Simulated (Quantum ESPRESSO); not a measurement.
# Co: orders under volume

How does volume change the magnetic state of Co?

Method: PBE; plane waves with GBRV 1.5 PBE potentials, no spin-orbit coupling, in Quantum ESPRESSO 7.5.

### Step 1. The structure

The structure is hexagonal, space group P6_3/mmc (No. 194). The conventional cell has a = 2.507 Å, b = 2.507 Å, c = 4.070 Å, α = 90.00°, β = 90.00°, γ = 120.00°. Nearest to Co lie 12 Co at 2.50 to 2.51 Å.

The lattice constants were typed from memory of published values and not checked against a source.

### Step 2. Volume 0.88, ferro ++

All lengths scale alike; the factor is that of the volume. Atoms keep their fractional places. Seeded atoms are those given a starting moment.

File pw.in:

```
&CONTROL
  calculation = 'scf'
  prefix = 'pwscf'
  outdir = './tmp'
  pseudo_dir = './pseudo'
  disk_io = 'nowf'
  tprnfor = .true.
  tstress = .true.
/
&SYSTEM
  ibrav = 0
  celldm(1) = 8
  nat = 2
  ntyp = 1
  ecutwfc = 40
  ecutrho = 280
  nbnd = 26
  occupations = 'smearing'
  smearing = 'fd'
  degauss = 0.00367493
  nspin = 2
  starting_magnetization(1) = 0.1176
/
&ELECTRONS
  conv_thr = 4d-09
  electron_maxstep = 150
  mixing_beta = 0.3
/
ATOMIC_SPECIES
Co     58.9332 co_pbe_v1.2.uspp.F.UPF
CELL_PARAMETERS alat
   0.5674889873447    0.0000000000000    0.0000000000000
  -0.2837444936735    0.4914599501955    0.0000000000000
   0.0000000000000    0.0000000000000    0.9212924525308
ATOMIC_POSITIONS crystal
Co      0.3333333300    0.6666666700    0.2500000000
Co      0.6666666700    0.3333333300    0.7500000000
K_POINTS automatic
18 18 10 0 0 0
```

Run with:

```
$ OMP_NUM_THREADS=1 mpirun -n 4 pw.x -nk 4 -in pw.in > pw.out
```

Output:

```text
Program PWSCF v.7.5 starts

     Message from routine setup:
     using ibrav=0 with symmetry is DISCOURAGED, use correct ibrav instead

     K-points division:     npool     =       4
     Subspace diagonalization in iterative solution of the eigenvalue problem:

     bravais-lattice index     =            0
     lattice parameter (alat)  =       8.0000  a.u.
     unit-cell volume          =     131.5567 (a.u.)^3
     number of atoms/cell      =            2
     number of atomic types    =            1
     number of electrons       =        34.00
     number of Kohn-Sham states=           26
     kinetic-energy cutoff     =      40.0000  Ry
     charge density cutoff     =     280.0000  Ry
     scf convergence threshold =      4.0E-09
     mixing beta               =       0.3000
     number of iterations used =            8  plain     mixing
     Exchange-correlation= SLA  PW   PBE  PBE
                           (   1   4   3   4   0   0   0)

     celldm(1)=   8.000000  celldm(2)=   0.000000  celldm(3)=   0.000000
     celldm(4)=   0.000000  celldm(5)=   0.000000  celldm(6)=   0.000000

     crystal axes: (cart. coord. in units of alat)
               a(1) = (   0.567489   0.000000   0.000000 )
               a(2) = (  -0.283744   0.491460   0.000000 )
               a(3) = (   0.000000   0.000000   0.921292 )

     reciprocal axes: (cart. coord. in units 2 pi/alat)
               b(1) = (  1.762149  1.017377 -0.000000 )
               b(2) = (  0.000000  2.034754  0.000000 )
               b(3) = (  0.000000 -0.000000  1.085432 )

     PseudoPot. # 1 for Co read from file:
     co_pbe_v1.2.uspp.F.UPF
     Pseudo is Ultrasoft + core correction, Zval = 17.0

     atomic species   valence    mass     pseudopotential
     Co               17.00    58.93320     Co( 1.00)

     Starting magnetic structure
     atomic species   magnetization
     Co              0.118

     24 Sym. Ops., with inversion, found (12 have fractional translation)

   Cartesian axes

     site n.     atom                  positions (alat units)
         1        Co     tau(   1) = (  -0.0000000   0.3276400   0.2303231  )
         2        Co     tau(   2) = (   0.2837445   0.1638200   0.6909693  )

     number of k points=   222  Fermi-Dirac smearing, width (Ry)=  0.0037

     Number of k-points >= 100: set verbosity='high' to print them.

     Dense  grid:    10359 G-vectors     FFT dimensions: (  25,  25,  40)

     Smooth grid:     4499 G-vectors     FFT dimensions: (  20,  20,  30)

     Check: negative core charge=   -0.000058
     Generating pointlists ...
     new r_m :   0.2332 (alat units)  1.8654 (a.u.) for type    1

     Initial potential from superposition of free atoms

     starting charge      32.0000, renormalised to      34.0000
     Starting wfcs are   26 randomized atomic wfcs

     Self-consistent Calculation

     iteration #  1     ecut=    40.00 Ry     beta= 0.30
     Davidson diagonalization with overlap
     ethr =  1.00E-02,  avg # of iterations =  4.6

     total energy              =    -594.38842039 Ry
     estimated scf accuracy    <      12.73546601 Ry

     total magnetization       =     2.00 Bohr mag/cell
     absolute magnetization    =     2.05 Bohr mag/cell

     iteration #  2     ecut=    40.00 Ry     beta= 0.30
     Davidson diagonalization with overlap
     ethr =  1.00E-02,  avg # of iterations =  2.0

     total energy              =    -596.92381989 Ry
     estimated scf accuracy    <       0.22147591 Ry

     total magnetization       =     3.08 Bohr mag/cell
     absolute magnetization    =     3.23 Bohr mag/cell

     [... further iterations left out ...]

     iteration # 10     ecut=    40.00 Ry     beta= 0.30
     Davidson diagonalization with overlap
     ethr =  8.55E-10,  avg # of iterations =  1.3

     total energy              =    -596.96467878 Ry
     estimated scf accuracy    <       0.00000002 Ry

     total magnetization       =     3.13 Bohr mag/cell
     absolute magnetization    =     3.44 Bohr mag/cell

     iteration # 11     ecut=    40.00 Ry     beta= 0.30
     Davidson diagonalization with overlap
     ethr =  6.65E-11,  avg # of iterations =  1.5

     Magnetic moment per site  (integrated on atomic sphere of radius R)
     atom   1 (R=0.233)  charge= 15.5159  magn=  1.6345
     atom   2 (R=0.233)  charge= 15.5159  magn=  1.6345

     End of self-consistent calculation

     Number of k-points >= 100: set verbosity='high' to print the bands.

     the Fermi energy is    20.9983 ev

!    total energy              =    -596.96467884 Ry
     estimated scf accuracy    <          2.9E-09 Ry
     smearing contrib. (-TS)   =      -0.00092425 Ry
     internal energy E=F+TS    =    -596.96375459 Ry

     The total energy is F=E-TS. E is the sum of the following terms:
     one-electron contribution =    -285.89991629 Ry
     hartree contribution      =     168.00679348 Ry
     xc contribution           =     -65.52891705 Ry
     ewald contribution        =    -413.54171473 Ry

     total magnetization       =     3.13 Bohr mag/cell
     absolute magnetization    =     3.44 Bohr mag/cell

     convergence has been achieved in  11 iterations

     Forces acting on atoms (cartesian axes, Ry/au):

     atom    1 type  1   force =     0.00000000   -0.00000000    0.00000000
     atom    2 type  1   force =     0.00000000    0.00000000    0.00000000

     Total force =     0.000000     Total SCF correction =     0.000000

     Computing stress (Cartesian axis) and pressure

          total   stress  (Ry/bohr**3)                   (kbar)     P=      298.67
   0.00207454   0.00000000   0.00000000          305.18        0.00        0.00
   0.00000000   0.00207454   0.00000000            0.00      305.18        0.00
   0.00000000   0.00000000   0.00194194            0.00        0.00      285.67

=------------------------------------------------------------------------------=
   JOB DONE.
=------------------------------------------------------------------------------=
```

The job ended after 9.7 s (4 MPI ranks of AMD EPYC 9B45 (Zen 5), shared host; peak memory 0.35 GiB; 37 s of CPU time).

Spin moment in the atom's sphere by atom:

```
atom  spin moment in the atom's sphere (μB)
 Co1                                   1.63
 Co2                                   1.63
```

Numbers from this step:

| Quantity | Value |
| --- | --- |
| smearing term TS | 0.01258 eV |
| pressure | 29.87 GPa |
| magnetization | 3.126 μB |
| absolute magnetization | 3.435 μB |
| final state | ferromagnetic |

### Step 3. Volume 0.88, no spin polarisation

pw.in, as its differences from that of step 2:

```diff
@@ -16,3 +16,3 @@
   ecutrho = 280
-  nbnd = 26
+  nbnd = 24
   occupations = 'smearing'
@@ -20,4 +20,2 @@
   degauss = 0.00367493
-  nspin = 2
-  starting_magnetization(1) = 0.1176
 /
```

Output:

```text
     [... lines left out ...]
Program PWSCF v.7.5 starts
     [... lines left out ...]
     number of atoms/cell      =            2
     [... lines left out ...]
     number of electrons       =        34.00
     number of Kohn-Sham states=           24
     kinetic-energy cutoff     =      40.0000  Ry
     charge density cutoff     =     280.0000  Ry
     scf convergence threshold =      4.0E-09
     [... lines left out ...]
     24 Sym. Ops., with inversion, found (12 have fractional translation)
     [... lines left out ...]
     number of k points=   222  Fermi-Dirac smearing, width (Ry)=  0.0037
     [... lines left out ...]
     iteration # 10     ecut=    40.00 Ry     beta= 0.30
     [... lines left out ...]
     the Fermi energy is    20.9967 ev
!    total energy              =    -596.93685891 Ry
     estimated scf accuracy    <          6.9E-10 Ry
     smearing contrib. (-TS)   =      -0.00306315 Ry
     [... lines left out ...]
     convergence has been achieved in  10 iterations
     [... lines left out ...]
     Total force =     0.000000     Total SCF correction =     0.000000
     [... lines left out ...]
          total   stress  (Ry/bohr**3)                   (kbar)     P=      164.24
     [... lines left out ...]
```

Run time: 5.2 s. Hardware: 4 MPI ranks; peak memory 0.29 GiB; 20 s of CPU time.

Numbers from this step:

| Quantity | Value |
| --- | --- |
| smearing term TS | 0.04168 eV |
| pressure | 16.42 GPa |
| final state | non-magnetic (no spin polarisation) |

### Step 4. Volume 1.12, ferro ++

pw.in, as its differences from that of step 3:

```diff
@@ -16,3 +16,3 @@
   ecutrho = 280
-  nbnd = 24
+  nbnd = 26
   occupations = 'smearing'
@@ -20,2 +20,4 @@
   degauss = 0.00367493
+  nspin = 2
+  starting_magnetization(1) = 0.1176
 /
@@ -29,5 +31,5 @@
 CELL_PARAMETERS alat
-   0.5674889873447    0.0000000000000    0.0000000000000
-  -0.2837444936735    0.4914599501955    0.0000000000000
-   0.0000000000000    0.0000000000000    0.9212924525308
+   0.6149916533224    0.0000000000000    0.0000000000000
+  -0.3074958266600    0.5325984716047    0.0000000000000
+   0.0000000000000    0.0000000000000    0.9984108611975
 ATOMIC_POSITIONS crystal
```

Output:

```text
     [... lines left out ...]
Program PWSCF v.7.5 starts
     [... lines left out ...]
     number of atoms/cell      =            2
     [... lines left out ...]
     number of electrons       =        34.00
     number of Kohn-Sham states=           26
     kinetic-energy cutoff     =      40.0000  Ry
     charge density cutoff     =     280.0000  Ry
     scf convergence threshold =      4.0E-09
     [... lines left out ...]
     24 Sym. Ops., with inversion, found (12 have fractional translation)
     [... lines left out ...]
     number of k points=   222  Fermi-Dirac smearing, width (Ry)=  0.0037
     [... lines left out ...]
     iteration # 11     ecut=    40.00 Ry     beta= 0.30
     [... lines left out ...]
     Magnetic moment per site  (integrated on atomic sphere of radius R)
     atom   1 (R=0.253)  charge= 15.6882  magn=  1.8470
     atom   2 (R=0.253)  charge= 15.6882  magn=  1.8470
     [... lines left out ...]
     the Fermi energy is    15.7301 ev
!    total energy              =    -596.96219502 Ry
     estimated scf accuracy    <          1.8E-09 Ry
     smearing contrib. (-TS)   =      -0.00125691 Ry
     [... lines left out ...]
     total magnetization       =     3.50 Bohr mag/cell
     absolute magnetization    =     3.94 Bohr mag/cell
     convergence has been achieved in  11 iterations
     [... lines left out ...]
     Total force =     0.000000     Total SCF correction =     0.000000
     [... lines left out ...]
          total   stress  (Ry/bohr**3)                   (kbar)     P=     -203.36
     [... lines left out ...]
```

Wall time 12 s (4 MPI ranks); peak memory 0.4 GiB.

Numbers from this step:

```
smearing term TS       : 0.01710 eV
pressure               : -20.34 GPa
magnetization          : 3.501 μB
absolute magnetization : 3.935 μB
final state            : ferromagnetic
largest moment         : 1.847 μB
```

### Step 5. The series

The runs not shown differ from these in the moved quantity alone.

States, by row:

```
volume       ferro ++  no spin polarisation
  0.88  ferromagnetic          non-magnetic
  0.91  ferromagnetic          non-magnetic
  0.94  ferromagnetic          non-magnetic
  0.97  ferromagnetic          non-magnetic
     1  ferromagnetic          non-magnetic
  1.03  ferromagnetic          non-magnetic
  1.06  ferromagnetic          non-magnetic
  1.09  ferromagnetic          non-magnetic
  1.12  ferromagnetic          non-magnetic
```

The largest site moment, ferro ++ by volume:

```
volume (factor)  largest site moment, ferro ++ (μB)
         0.8800                                1.63
         0.9100                                1.66
         0.9400                                1.68
         0.9700                                1.70
         1.0000                                1.73
         1.0300                                1.77
         1.0600                                1.80
         1.0900                                1.82
         1.1200                                1.85
```

Table of energy less that of the parallel start, no spin polarisation by volume:

```
volume (factor)  energy less that of the parallel start, no spin polarisation (meV a seeded atom)
         0.8800                                                                               189
         0.9100                                                                               217
         0.9400                                                                               243
         0.9700                                                                               268
         1.0000                                                                               292
         1.0300                                                                               315
         1.0600                                                                               338
         1.0900                                                                               360
         1.1200                                                                               381
```

The energy over the lowest by volume; values in meV an atom:

```
volume (factor)  ferro ++  no spin polarisation
         0.8800      93.3                   283
         0.9100      42.4                   259
         0.9400      12.4                   256
         0.9700         0                   268
         1.0000      2.12                   294
         1.0300      16.0                   331
         1.0600      39.5                   377
         1.0900      71.3                   431
         1.1200       110                   491
```

### Step 6. Outcome

| Quantity | Value |
| --- | --- |
| moment, parallel start | 1.63 to 1.85 μB |
| states met from these starts | ferromagnetic |

The moment of the parallel start goes from 1.63 μB at 0.88 to 1.85 μB at 1.12. The net moment of the cell goes from 3.13 to 3.50 μB. The radius of the spheres follows the nearest distance, so part of the change of the site moments is the spheres'. Only a parallel start was run beside the spinless one, so opposed or spiral orders, which may lie lower, are not probed.

[Logs and program files are shortened in this print: banners, set-up blocks, solver, clock and traceback lines can be left out without a mark of their own.]

[Logs are printed without paths, hosts, clocks, repeated set-up lines and the standing remarks that a program may print on its own settings, such as how far it seeks lower states.]

[Hosts, paths, dates, database ids (printed as entryN), source tags and the programs' standing remarks are cut or masked in the printed files.]

[Where a cell is said to come from a database of computed structures, the database is the Materials Project.]
